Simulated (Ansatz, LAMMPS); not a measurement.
**Molecular dynamics of Ca2+ PF6- in sulfolane and 1,3-dioxolane at 350 K (197 atoms)**

Wanted: a short trajectory of Ca2+ PF6- in sulfolane and 1,3-dioxolane at 350 K (197 atoms) with its pair distributions.

Program: Ansatz 0.2.0. Level of theory: Kohn-Sham DFT, PBEsol, PAW (set soft_2), plane waves. Results are calculated unless marked as measured.

### Step 1. The structure

The cell holds 197 atoms: 22 O, 4 S, 37 C, 74 H, 8 P, 48 F and 4 Ca. Cell: a = 13.294 Å, b = 13.294 Å, c = 13.294 Å, α = 90.0°, β = 90.0°, γ = 90.0°. 4 sulfolane, 7 1,3-dioxolane, 4 Ca2+, 8 PF6- placed at random, at 1.64 g/cm³; overlaps pushed apart, then 10 ps at 550 K with stiff harmonic cages for PF6 and BF4 with UFF radii; divalent ions of Li, Roberts, Chakravorty and Merz (J. Chem. Theory Comput. 9, 2733 (2013)); MMFF94 bonds, angles, torsions, charges and radii (Halgren, J. Comput. Chem. 17, 490 (1996)) in harmonic and 12-6 forms; charges of ions scaled by 0.8. Snapshot after 30 ps at 350 K and fixed volume.

Before any run, some limits are plain. The network of contacts between molecules at the start is that of the classical potential that made the cell. The functional has no dispersion term, which matters for the binding between molecules or layers. The density was typed from a rule of thumb and may lie off the real one at this temperature. Only the Γ point is sampled, in a cell whose shortest periodic width is 13 Å.

### Step 2. Single point at the start

A single point comes first, to see the forces before anything moves.

input.yaml reads:

```yaml
crystal:
  lattice:
    - [13.2945, 0.0, 0.0]
    - [0.0, 13.2945, 0.0]
    - [0.0, 0.0, 13.2945]
  atoms:
    - { symbol: O, position: [0.06038, 0.6023, 0.79053] }
    - { symbol: S, position: [0.06383, 0.53445, 0.87768] }
    - { symbol: O, position: [0.13422, 0.45175, 0.8755] }
    - { symbol: C, position: [0.08227, 0.61001, 0.98471] }
    [... 187 atom lines left out ...]
    - { symbol: F, position: [0.8166, 0.81449, 0.71784] }
    - { symbol: F, position: [0.85145, 0.94448, 0.85322] }
    - { symbol: Ca, position: [0.11527, 0.69615, 0.63694] }
    - { symbol: Ca, position: [0.26746, 0.35393, 0.80152] }
    - { symbol: Ca, position: [0.70531, 0.83945, 0.94398] }
    - { symbol: Ca, position: [0.56595, 0.27508, 0.1978] }
kpoints:
  mp_grid: { grid: [1, 1, 1] }
hamiltonian:
  xc: pbesol
scf:
  occupations: { method: fermi_dirac, width: 0.05 }
output:
  forces: true
  stress: true
```

Started as:

```sh
ansatz run input.yaml --threads 4 --pin off --max-ram 8192MiB --backend cpu --events-out ev --progress --plain --runs-dir out
```

The job ended after 77 s (4 threads of Arm Neoverse N1, shared host; peak memory 3.6 GiB).

The run gave:

* free energy: -77704.8042 eV
* free energy per atom: -394.4406 eV/atom
* SCF cycles: 11
* pressure: 2.891 GPa
* r.m.s. force component: 1.033 eV/Å
* longest force: 6.495 eV/Å
* Fermi energy: 2.568 eV

The r.m.s. force component of 1.0 eV/Å and the pressure of 2.9 GPa set the starting point.

Length of the force by element:

| element | coordination | atoms | mean length of the force (eV/Å) | spread | least | most |
| --- | --- | --- | --- | --- | --- | --- |
| C | all | 37 | 1.86 | 0.701 | 0.859 | 3.78 |
| Ca | all | 4 | 0.785 | 0.242 | 0.441 | 1.09 |
| F | all | 48 | 1.73 | 0.886 | 0.512 | 5.18 |
| H | all | 74 | 1.06 | 0.666 | 0.281 | 3.52 |
| O | all | 22 | 1.33 | 0.574 | 0.470 | 2.91 |
| P | all | 8 | 3.62 | 1.28 | 2.28 | 6.49 |
| S | all | 4 | 2.11 | 0.469 | 1.45 | 2.64 |

### Step 3. Dynamics started at 350 K

A Nosé–Hoover thermostat steers the temperature while disturbing the dynamics little. The time step is 0.5 fs, short enough for the stretching of bonds to hydrogen.

Changes to input.yaml since step 2:

```diff
@@ -16 +16,8 @@
   stress: true
+md:
+  timestep: 0.5
+  n_steps: 70
+  ensemble: nvt_nose_hoover
+  temperature: 350
+  initial_velocities: maxwell_boltzmann
+  seed: 9792
```

Elapsed: 51 min, on 4 threads; peak memory 4 GiB; 3.3 h of CPU time.

The program notes that the SCF threshold is loose for the stress and it switched symmetry off.

The trajectory, sampled:

| time (fs) | T (K) | potential (meV/atom) | conserved (meV/atom) |
| --- | --- | --- | --- |
| 0.0 | 350 | 0.0 | 0.00 |
| 2.5 | 354 | -0.5 | 0.02 |
| 4.5 | 389 | -5.0 | -0.01 |
| 7.0 | 418 | -8.7 | 0.03 |
| 9.5 | 478 | -16.6 | -0.03 |
| 11.5 | 490 | -18.1 | -0.02 |
| 14.0 | 477 | -16.5 | 0.01 |
| 16.5 | 466 | -15.1 | -0.02 |
| 18.5 | 424 | -9.8 | 0.04 |
| 21.0 | 427 | -10.4 | -0.03 |
| 23.5 | 398 | -6.8 | 0.01 |
| 25.5 | 395 | -6.5 | 0.01 |
| 28.0 | 401 | -7.4 | -0.01 |
| 30.5 | 387 | -5.7 | 0.03 |
| 32.5 | 416 | -9.7 | -0.04 |
| 35.0 | 396 | -7.3 | 0.03 |

Mean square displacement from the first frame to the last: O 0.042 Å², S 0.015 Å², C 0.044 Å², H 0.14 Å², P 0.019 Å², F 0.050 Å², Ca 0.025 Å².

The mean square displacement by time lag:

| time lag (fs) | C (Å²) | Ca (Å²) | F (Å²) | H (Å²) | O (Å²) | P (Å²) | S (Å²) |
| --- | --- | --- | --- | --- | --- | --- | --- |
| 0.50 | 2.2e-5 | 6.3e-6 | 1.8e-5 | 2.3e-4 | 1.6e-5 | 1.0e-5 | 7.2e-6 |
| 1.00 | 8.8e-5 | 2.5e-5 | 7.0e-5 | 9.0e-4 | 6.4e-5 | 4.1e-5 | 2.9e-5 |
| 1.50 | 2.0e-4 | 5.7e-5 | 1.6e-4 | 0.00201 | 1.4e-4 | 9.3e-5 | 6.4e-5 |
| 3.00 | 7.7e-4 | 2.2e-4 | 6.4e-4 | 0.00748 | 5.7e-4 | 3.7e-4 | 2.5e-4 |
| 4.00 | 0.00133 | 4.0e-4 | 0.00113 | 0.0124 | 0.00100 | 6.6e-4 | 4.3e-4 |
| 4.50 | 0.00166 | 5.0e-4 | 0.00143 | 0.0151 | 0.00126 | 8.3e-4 | 5.3e-4 |
| 5.00 | 0.00201 | 6.1e-4 | 0.00177 | 0.0178 | 0.00155 | 0.00103 | 6.4e-4 |
| 6.00 | 0.00281 | 8.7e-4 | 0.00253 | 0.0233 | 0.00219 | 0.00147 | 8.9e-4 |
| 7.50 | 0.00418 | 0.00134 | 0.00393 | 0.0313 | 0.00334 | 0.00228 | 0.00129 |
| 8.00 | 0.00468 | 0.00151 | 0.00447 | 0.0338 | 0.00377 | 0.00258 | 0.00143 |
| 9.00 | 0.00573 | 0.00190 | 0.00562 | 0.0390 | 0.00469 | 0.00324 | 0.00173 |
| 9.50 | 0.00628 | 0.00211 | 0.00625 | 0.0415 | 0.00518 | 0.00359 | 0.00188 |
| 10.00 | 0.00685 | 0.00233 | 0.00690 | 0.0441 | 0.00569 | 0.00396 | 0.00204 |
| 11.50 | 0.00863 | 0.00306 | 0.00903 | 0.0522 | 0.00732 | 0.00514 | 0.00251 |
| 12.50 | 0.00986 | 0.00359 | 0.0106 | 0.0576 | 0.00849 | 0.00598 | 0.00283 |
| 13.00 | 0.0105 | 0.00388 | 0.0114 | 0.0603 | 0.00910 | 0.00642 | 0.00299 |
| 13.50 | 0.0111 | 0.00417 | 0.0122 | 0.0629 | 0.00972 | 0.00686 | 0.00315 |
| 14.50 | 0.0124 | 0.00479 | 0.0139 | 0.0676 | 0.0110 | 0.00776 | 0.00347 |
| 16.00 | 0.0143 | 0.00579 | 0.0167 | 0.0731 | 0.0130 | 0.00915 | 0.00393 |
| 16.50 | 0.0149 | 0.00614 | 0.0176 | 0.0743 | 0.0137 | 0.00962 | 0.00408 |
| 17.50 | 0.0161 | 0.00688 | 0.0195 | 0.0760 | 0.0151 | 0.0105 | 0.00438 |

The drift taken off is the plain mean over atoms, not the centre of mass, so with hydrogen in the cell the heavy atoms' values at short lags are too large.

Over the second half of 35 fs the temperature averages 407 K with swings of 15 K r.m.s. The conserved energy stays within 0.04 meV/atom. From first frame to last H has the largest mean square displacement, 0.14 Å² at the end; the farthest move is 0.80 Å. The mean temperature of 407 K lies well off the 350 K of the input, so the thermostat hasn't yet brought the run to equilibrium. The run spans 0.04 ps, too short for its means to be equilibrium values.

### Step 4. Local order late in the run

The g(r) is a mean over the second half; what follows it is taken at the last frame.

Bonds before and after, by the cutoffs listed below:

| pair | bonds before | bonds after | mean before (Å) | mean after (Å) | spread before (Å) | spread after (Å) |
| --- | --- | --- | --- | --- | --- | --- |
| H-C | 74 | 74 | 1.096 | 1.100 | 0.031 | 0.036 |
| F-P | 48 | 48 | 1.606 | 1.643 | 0.039 | 0.081 |
| F-Ca | 23 | 23 | 2.598 | 2.559 | 0.184 | 0.227 |
| C-C | 19 | 19 | 1.518 | 1.516 | 0.028 | 0.041 |
| C-O | 28 | 28 | 1.423 | 1.417 | 0.025 | 0.031 |
| C-S | 8 | 8 | 1.749 | 1.836 | 0.024 | 0.037 |
| O-Ca | 10 | 10 | 2.442 | 2.437 | 0.088 | 0.119 |
| O-S | 8 | 8 | 1.465 | 1.447 | 0.010 | 0.038 |

Density 1.64 g/cm³, 11.93 Å³ an atom.

Mean of 13 frames. g(r), total and by pair (bins of 0.2 Å):

| r (Å) | total | H-H | H-F | H-C | H-O | H-P | H-Ca |
| --- | --- | --- | --- | --- | --- | --- | --- |
| 1.00 | 1.38 | 0.00 | 0.00 | 9.75 | 0.00 | 0.00 | 0.00 |
| 1.20 | 1.55 | 0.00 | 0.00 | 11.02 | 0.00 | 0.00 | 0.00 |
| 1.40 | 0.90 | 0.00 | 0.00 | 0.00 | 0.00 | 0.00 | 0.00 |
| 1.60 | 1.03 | 0.32 | 0.00 | 0.00 | 0.00 | 0.00 | 0.00 |
| 1.80 | 0.78 | 3.44 | 0.00 | 0.00 | 0.00 | 0.00 | 0.00 |
| 2.00 | 0.54 | 0.50 | 0.11 | 0.47 | 4.53 | 0.00 | 0.00 |
| 2.20 | 1.62 | 0.50 | 0.61 | 4.68 | 3.15 | 0.00 | 0.00 |
| 2.40 | 1.42 | 1.67 | 0.73 | 0.34 | 0.26 | 0.00 | 0.00 |
| 2.60 | 0.87 | 1.80 | 0.74 | 0.58 | 1.26 | 0.00 | 0.00 |
| 2.80 | 0.84 | 1.21 | 0.75 | 0.92 | 1.92 | 0.00 | 0.00 |
| 3.00 | 0.76 | 1.07 | 0.87 | 1.27 | 0.79 | 0.28 | 0.00 |
| 3.20 | 0.98 | 1.06 | 0.85 | 1.44 | 1.42 | 0.68 | 0.37 |
| 3.40 | 0.99 | 0.81 | 0.72 | 1.46 | 1.27 | 1.08 | 1.21 |
| 3.60 | 0.87 | 0.92 | 0.70 | 1.06 | 0.86 | 1.44 | 1.60 |
| 3.80 | 0.81 | 1.10 | 0.76 | 0.62 | 0.63 | 2.03 | 0.97 |
| 4.00 | 0.91 | 1.38 | 0.90 | 0.81 | 0.56 | 1.18 | 1.06 |
| 4.20 | 0.93 | 1.08 | 1.01 | 0.59 | 0.83 | 1.07 | 0.87 |
| 4.40 | 0.99 | 0.93 | 1.00 | 0.74 | 1.07 | 1.10 | 1.29 |
| 4.60 | 1.02 | 0.84 | 1.20 | 0.86 | 1.08 | 0.89 | 1.08 |
| 4.80 | 1.03 | 0.83 | 1.11 | 1.08 | 0.77 | 0.86 | 0.92 |
| 5.00 | 1.05 | 0.89 | 1.07 | 0.95 | 0.93 | 0.96 | 1.19 |
| 5.20 | 1.04 | 0.84 | 1.14 | 0.90 | 1.10 | 1.00 | 0.97 |
| 5.40 | 1.11 | 0.94 | 1.18 | 1.08 | 1.10 | 0.98 | 0.97 |
| 5.60 | 1.05 | 0.94 | 1.14 | 0.95 | 1.04 | 1.03 | 1.67 |
| 5.80 | 1.00 | 0.84 | 1.08 | 0.76 | 1.06 | 0.77 | 1.65 |
| 6.00 | 1.01 | 0.97 | 1.17 | 0.80 | 1.01 | 1.45 | 1.13 |
| 6.20 | 0.99 | 0.93 | 1.04 | 0.90 | 0.89 | 1.37 | 0.83 |
| 6.40 | 0.99 | 0.95 | 1.07 | 0.97 | 0.78 | 1.39 | 1.07 |

Bonds by pair of elements; cutoffs follow the first minimum of g(r), held within bounds set by covalent radii, and pairs that aren't listed don't count as bonded (cutoffs were set anew for this text, so counts can differ from the run's own analysis):

| pair A-B | cutoff (Å) | bonds | mean length (Å) | spread (Å) | shortest (Å) | B about A | A about B |
| --- | --- | --- | --- | --- | --- | --- | --- |
| H-C | 1.34 | 74 | 1.1 | 0.036 | 1.01 | 1 | 2 |
| F-P | 2 | 48 | 1.64 | 0.081 | 1.53 | 1 | 6 |
| F-Ca | 3.1 | 23 | 2.56 | 0.227 | 2.20 | 0.479 | 5.75 |
| C-C | 1.85 | 19 | 1.52 | 0.041 | 1.45 | 1.03 | 1.03 |
| C-O | 1.73 | 28 | 1.42 | 0.031 | 1.37 | 0.757 | 1.27 |
| C-S | 2.21 | 8 | 1.84 | 0.037 | 1.76 | 0.216 | 2 |
| O-Ca | 3.02 | 10 | 2.44 | 0.119 | 2.21 | 0.455 | 2.5 |
| O-S | 1.93 | 8 | 1.45 | 0.038 | 1.38 | 0.364 | 2 |

How many atoms have how many bonded neighbours:

| element | mean | 1 | 2 | 3 | 4 | 6 | 8 | 9 |
| --- | --- | --- | --- | --- | --- | --- | --- | --- |
| C | 4 | 0 | 0 | 0 | 37 | 0 | 0 | 0 |
| Ca | 8.25 | 0 | 0 | 0 | 0 | 0 | 3 | 1 |
| F | 1.48 | 25 | 23 | 0 | 0 | 0 | 0 | 0 |
| H | 1 | 74 | 0 | 0 | 0 | 0 | 0 | 0 |
| O | 2.09 | 3 | 14 | 5 | 0 | 0 | 0 | 0 |
| P | 6 | 0 | 0 | 0 | 0 | 8 | 0 | 0 |
| S | 4 | 0 | 0 | 0 | 4 | 0 | 0 | 0 |

Bond angles, per cent of each kind in bins of 5°:

| angle (°) | F-P-F | C-C-H | H-C-O | H-C-H |
| --- | --- | --- | --- | --- |
| 80–85 | 8.3 | 0.0 | 0.0 | 0.0 |
| 85–90 | 32.5 | 0.0 | 0.0 | 0.0 |
| 90–95 | 30.0 | 0.0 | 0.0 | 0.0 |
| 95–100 | 9.2 | 1.3 | 1.8 | 2.7 |
| 100–105 | 0.0 | 7.9 | 17.9 | 13.5 |
| 105–110 | 0.0 | 30.3 | 35.7 | 27.0 |
| 110–115 | 0.0 | 35.5 | 30.4 | 32.4 |
| 115–120 | 0.0 | 22.4 | 14.3 | 21.6 |
| 120–125 | 0.0 | 2.6 | 0.0 | 2.7 |
| 125–130 | 0.0 | 0.0 | 0.0 | 0.0 |
| 130–135 | 0.0 | 0.0 | 0.0 | 0.0 |
| 135–140 | 0.0 | 0.0 | 0.0 | 0.0 |
| 140–145 | 0.0 | 0.0 | 0.0 | 0.0 |
| 145–150 | 0.0 | 0.0 | 0.0 | 0.0 |
| 150–155 | 0.0 | 0.0 | 0.0 | 0.0 |
| 155–160 | 0.0 | 0.0 | 0.0 | 0.0 |
| 160–165 | 0.8 | 0.0 | 0.0 | 0.0 |
| 165–170 | 2.5 | 0.0 | 0.0 | 0.0 |
| 170–175 | 7.5 | 0.0 | 0.0 | 0.0 |
| 175–180 | 9.2 | 0.0 | 0.0 | 0.0 |

Bond angles (no mean is given where the spread exceeds 20°):

| angle | count | mean (°) | spread (°) |
| --- | --- | --- | --- |
| F-P-F | 120 | - | - |
| C-C-H | 76 | 111 | 4.7 |
| H-C-O | 56 | 110 | 4.7 |
| H-C-H | 37 | 110 | 6 |

Bond length by coordination (bonds to H left out):

| element | coordination | atoms | mean bond length (Å) |
| --- | --- | --- | --- |
| Ca | 8 | 3 | 2.50 |
| Ca | 9 | 1 | 2.59 |
| F | 1 | 25 | 1.59 |
| F | 2 | 23 | 2.13 |
| O | 1 | 3 | 1.41 |
| O | 2 | 14 | 1.59 |
| O | 3 | 5 | 1.79 |

Rings of the network by King's shortest-path rule, up to 12 atoms, one path for each pair of neighbours; H, halogens, alkali and alkaline-earth atoms are left out, and the last column divides by all other atoms, bonded or not:

| ring size (atoms) | rings | per network atom |
| --- | --- | --- |
| 5 | 11 | 0.155 |

By these cutoffs all C atoms have 4, 75 % of Ca atoms have 8, 52 % of F atoms have 1 and all H atoms have 1 bonded neighbour. All rings counted have 5 atoms.

### Step 5. Single point at the last frame

The last frame is solved once more, with the analyses that the dynamics left out.

input.yaml reads:

```yaml
crystal:
  lattice:
    - [13.2945, 0.0, 0.0]
    - [0.0, 13.2945, 0.0]
    - [0.0, 0.0, 13.2945]
  atoms:
    - { symbol: O, position: [0.06022, 0.59706, 0.79576] }
    - { symbol: S, position: [0.07006, 0.53068, 0.8813] }
    - { symbol: O, position: [0.13739, 0.44653, 0.87591] }
    - { symbol: C, position: [0.08314, 0.60039, 0.00092] }
    [... 187 atom lines left out ...]
    - { symbol: F, position: [0.81529, 0.81884, 0.71186] }
    - { symbol: F, position: [0.81443, 0.92993, 0.82453] }
    - { symbol: Ca, position: [0.10757, 0.68988, 0.64377] }
    - { symbol: Ca, position: [0.25756, 0.35693, 0.80337] }
    - { symbol: Ca, position: [0.71724, 0.84256, 0.94709] }
    - { symbol: Ca, position: [0.56886, 0.28698, 0.20044] }
kpoints:
  mp_grid: { grid: [1, 1, 1] }
hamiltonian:
  xc: pbesol
scf:
  occupations: { method: fermi_dirac, width: 0.05 }
output:
  forces: true
  stress: true
  populations: true
  dos:
    method: { smearing: { sigma: 0.15 } }
    de: 0.1
    projected: { site_lists: { C: [C], Ca: [Ca], F: [F], H: [H], O: [O] } }
  eigenvalues: true
  write_density: true
  write_potential: true
  volumetric_format: npy
  elf: true
```

Run time: 2.3 min. Hardware: 4 threads; peak memory 3.7 GiB.

The program notes that the exchange-correlation potential is rough where the density is thin.

Read from the output:

```
free energy                                      : -77706.2409 eV
free energy per atom                             : -394.4479 eV/atom
SCF cycles                                       : 11
pressure                                         : 1.016 GPa
r.m.s. force component                           : 1.005 eV/Å
longest force                                    : 5.306 eV/Å
Fermi energy                                     : 2.653 eV
gap (highest filled to lowest empty level) : 4.433 eV
spilling of the projection                       : 0.01282
```

Neighbours are counted within 1.34 Å (H-C), 2.00 Å (F-P), 3.10 Å (F-Ca), 1.85 Å (C-C), 1.73 Å (C-O), 2.21 Å (C-S), 3.02 Å (O-Ca), 1.93 Å (O-S), cutoffs set anew for this text.

Length of the force by element and coordination:

| element | coordination | atoms | mean length of the force (eV/Å) | spread | least | most |
| --- | --- | --- | --- | --- | --- | --- |
| C | all | 37 | 2.20 | 0.993 | 0.427 | 5.22 |
| Ca | all | 4 | 0.470 | 0.162 | 0.198 | 0.619 |
| Ca | 8 | 3 | 0.459 | 0.186 | 0.198 | 0.619 |
| Ca | 9 | 1 | 0.505 | 0 | 0.505 | 0.505 |
| F | all | 48 | 1.41 | 0.560 | 0.396 | 2.83 |
| F | 1 | 25 | 1.49 | 0.592 | 0.396 | 2.83 |
| F | 2 | 23 | 1.31 | 0.505 | 0.446 | 2.38 |
| H | all | 74 | 1.10 | 0.694 | 0.115 | 3.77 |
| O | all | 22 | 1.38 | 0.939 | 0.471 | 4.91 |
| O | 1 | 3 | 2.93 | 1.52 | 1.20 | 4.91 |
| O | 2 | 14 | 1.02 | 0.372 | 0.471 | 1.64 |
| O | 3 | 5 | 1.45 | 0.541 | 0.853 | 2.25 |
| P | all | 8 | 1.84 | 0.760 | 0.928 | 3.62 |
| S | all | 4 | 3.37 | 1.22 | 1.99 | 5.31 |

Löwdin charges by element and coordination (they lack the spilled electrons, 0.052 e an atom on average):

| element | coordination | atoms | mean charge (e) | spread | least | most |
| --- | --- | --- | --- | --- | --- | --- |
| C | all | 37 | -0.168 | 0.196 | -0.476 | 0.143 |
| Ca | all | 4 | 1.75 | 0.0029 | 1.75 | 1.75 |
| Ca | 8 | 3 | 1.75 | 0.0017 | 1.75 | 1.75 |
| Ca | 9 | 1 | 1.75 | 0 | 1.75 | 1.75 |
| F | all | 48 | -0.461 | 0.0356 | -0.543 | -0.408 |
| F | 1 | 25 | -0.438 | 0.0168 | -0.475 | -0.408 |
| F | 2 | 23 | -0.485 | 0.0346 | -0.543 | -0.425 |
| H | all | 74 | 0.207 | 0.0239 | 0.119 | 0.255 |
| O | all | 22 | -0.507 | 0.207 | -0.845 | -0.292 |
| O | 1 | 3 | -0.710 | 0.01 | -0.724 | -0.701 |
| O | 2 | 14 | -0.501 | 0.234 | -0.845 | -0.292 |
| O | 3 | 5 | -0.406 | 0.0145 | -0.427 | -0.386 |
| P | all | 8 | 2.39 | 0.0204 | 2.35 | 2.42 |
| S | all | 4 | 2.06 | 0.0143 | 2.04 | 2.08 |

States in the cell by windows of 1 eV, zero at the Fermi level; the larger projections on atomic orbitals stand beside the total:

| from (eV) | to (eV) | total | F p | C p | O p | H s |
| --- | --- | --- | --- | --- | --- | --- |
| -10 | -9 | 47.0 | 9.5 | 15.1 | 10.3 | 5.0 |
| -9 | -8 | 73.3 | 43.3 | 11.6 | 7.4 | 5.4 |
| -8 | -7 | 73.8 | 35.8 | 16.7 | 8.9 | 7.3 |
| -7 | -6 | 104.9 | 68.9 | 16.8 | 9.3 | 7.5 |
| -6 | -5 | 91.0 | 53.3 | 16.0 | 14.2 | 5.3 |
| -5 | -4 | 50.2 | 15.5 | 10.8 | 17.2 | 4.7 |
| -4 | -3 | 23.0 | 0.2 | 5.4 | 13.2 | 3.2 |
| -3 | -2 | 17.2 | 0.1 | 2.0 | 11.1 | 3.6 |
| -2 | 1 | 0.0 | 0.0 | 0.0 | 0.0 | 0.0 |
| 1 | 2 | 0.1 | 0.0 | 0.0 | 0.0 | 0.0 |
| 2 | 3 | 22.9 | 1.7 | 1.5 | 0.8 | 2.3 |
| 3 | 4 | 59.3 | 2.2 | 6.5 | 2.4 | 6.4 |
| 4 | 5 | 53.6 | 1.5 | 9.9 | 2.6 | 7.8 |

Between -26 and -10 eV lie 249 more states.

The stored curve holds about 729 of the 794 electrons; the rest, give or take the few that broadening carries across the Fermi level, lie in deeper levels below its range.

Not all projections were asked for or kept, so they needn't add up to the total.

The levels nearest the highest filled one (over half full), pooled over k-points and spins:

| level less the highest filled one (eV) | occupation |
| --- | --- |
| -0.481 | 2 |
| -0.438 | 2 |
| -0.428 | 2 |
| -0.387 | 2 |
| -0.1 | 2 |
| 0 | 2 |
| 4.43 | 0 |
| 4.67 | 0 |
| 4.76 | 0 |
| 4.83 | 0 |
| 4.86 | 0 |
| 4.96 | 0 |

Mean Löwdin charges: C -0.17, Ca +1.75, F -0.46, H +0.21, O -0.51, P +2.39 e (they miss 1.3 % of the electrons, so they add up to more than the cell's charge).

### Step 6. Results

| Item | Value |
| --- | --- |
| mean temperature, second half | 407 K |
| temperature swing, second half | 14.78 K |
| mean pressure, second half | -1.105 GPa |
| slope of the conserved energy against time, by least squares | -0.0859 meV/atom/ps |
| free energy per atom | -394.4479 eV/atom |
| pressure | 1.016 GPa |
| r.m.s. force component | 1.005 eV/Å |
| gap (highest filled to lowest empty level) | 4.433 eV |
| wall time of the 3 DFT runs | 54 min |

**Reading.** Over the second half of 35 fs the temperature averages 407 K with swings of 15 K r.m.s. The conserved energy stays within 0.04 meV/atom. The mean temperature of 407 K lies well off the 350 K of the input, so the thermostat hasn't yet brought the run to equilibrium. The run spans 0.04 ps, too short for its means to be equilibrium values. By these cutoffs all C atoms have 4, 75 % of Ca atoms have 8, 52 % of F atoms have 1 and all H atoms have 1 bonded neighbour. The highest filled and lowest empty levels differ by 4.43 eV (at Γ alone); a semilocal functional tends to put such gaps too low. In a disordered cell it changes from sample to sample and from frame to frame.

**Limits.** The network of contacts between molecules at the start is that of the classical potential that made the cell; DFT moved the atoms only locally, and no bond changed. The pressure of a single frame lacks the kinetic term, about 0.47 GPa here.

[Logs are printed without paths, hosts, clocks, repeated set-up lines and the standing remarks that a program may print on its own settings, such as how far it seeks lower states.]

[Hosts, paths, dates, database ids (printed as entryN), source tags and the programs' standing remarks are cut or masked in the printed files.]

[The MMFF94 radii named for the starting cell were scaled by 0.96; in molecules described by MMFF94, hydrogen bound to N, O or S took a small fixed 12-6 site in their place.]
